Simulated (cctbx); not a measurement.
**Occupancies in Ba3La5P**

Cell a = 10.3250 Å, b = 10.3250 Å, c = 7.9460 Å, α = 90.00°, β = 90.00°, γ = 120.00°; space group P6_3/mcm (no. 193); nominal formula Ba3La5P.

Simulated single-crystal data (cctbx): Cu Kα, λ = 1.54184 Å, to d = 0.83 Å, 70 % of the full sphere, strongest reflection 5000 counts, noise from counting, a 2 % proportional error and a noise floor of 8 counts (s.d.); no absorption.

With every site full:

```text
Rint 0.060, 270 unique reflections to 0.83 A
cycle     R1     wR2    GooF  max shift (A)
   1  0.1206  0.2642  10.482   0.00026
   2  0.0132  0.0241   0.956   0.00000
final R1 0.0132 wR2 0.0241 GooF 0.956  parameters 12  data/parameter 22.5
atom        x        y        z      Ueq    occ   su(xyz)  su(Uiso or U11)
La1    0.33333  0.66667  0.50000   0.0025  1.000  0.00000  0.0002
La2    0.76547  0.76547  0.25000   0.0033  1.000  0.00005  0.0002
Ba2    0.40252  0.40252  0.25000   0.0030  1.000  0.00005  0.0002
P1     0.00000  0.00000  0.50000   0.0053  1.000  0.00000  0.0011
difference map: max 1.92 min -1.48 rms 0.35
Q1    0.0000  0.0352  0.2500    6    1.93  2.02 A from P1
Q2    0.0000  0.1984  0.1873   12    1.46  0.62 A from La2
Q3    0.2379  0.5612  0.7500   12    1.32  2.17 A from Ba2
Q4    0.0000  0.1499  0.5578   12    1.30  1.61 A from P1
Q5    0.1298  0.3827  0.0592   24    1.13  2.09 A from La2
Q6    0.0605  0.2892  0.5679   24    1.01  2.14 A from Ba2
```

With the occupancies of the suspect sites free, each still typed as its main element:

```text
Rint 0.060, 270 unique reflections to 0.83 A
cycle     R1     wR2    GooF  max shift (A)
   1  0.0659  0.1456   5.798   0.00003
   2  0.0132  0.0240   0.955   0.00001
final R1 0.0132 wR2 0.0239 GooF 0.954  parameters 14  data/parameter 19.3
atom        x        y        z      Ueq    occ   su(xyz)  su(Uiso or U11)
La1    0.33333  0.66667  0.50000   0.0024  1.000  0.00000  0.0003
La2    0.76547  0.76547  0.25000   0.0034  1.006  0.00005  0.0002
Ba2    0.40252  0.40252  0.25000   0.0030  1.002  0.00005  0.0002
P1     0.00000  0.00000  0.50000   0.0051  1.000  0.00000  0.0011
su of occupancy La2: 0.005
su of occupancy Ba2: 0.005
difference map: max 1.93 min -1.49 rms 0.35
Q1    0.0000  0.0423  0.2500    6    1.94  1.98 A from La2
Q2    0.0000  0.1957  0.1864   12    1.42  0.65 A from La2
Q3    0.2377  0.5611  0.7500   12    1.32  2.16 A from Ba2
Q4    0.0000  0.1500  0.5578   12    1.29  1.62 A from P1
Q5    0.1298  0.3827  0.0593   24    1.13  2.09 A from La2
Q6    0.0000  0.1550  0.7500    6    1.01  2.13 A from La2
```

**Question.** What is the disorder?

X-rays count electrons. La2 refines to 1.006(0.005), or 57.3 electrons; the site truly holds 0.9 La and 0.1 Ba, 56.9 electrons, which is 0.998 of La; Ba2 refines to 1.002(0.005), or 56.1 electrons; the site truly holds 0.9 Ba and 0.1 La, 56.1 electrons, which is 1.002 of Ba. All are within 3 s.u. of full, so these data don't show the disorder. Occupancy correlates with U and the scale, and the two elements' form factors differ in shape, so the match is approximate.

Freeing them takes R1 from 0.0132 to 0.0132 and GooF from 0.96 to 0.95.

The model was made for the exercise: a known structure type with other elements put in, its volume estimated, not relaxed; displacement parameters are assumed.

[Middle refinement cycles are left out of these outputs.]

[Logs are printed without paths, hosts, clocks, repeated set-up lines and the standing remarks that a program may print on its own settings, such as how far it seeks lower states.]
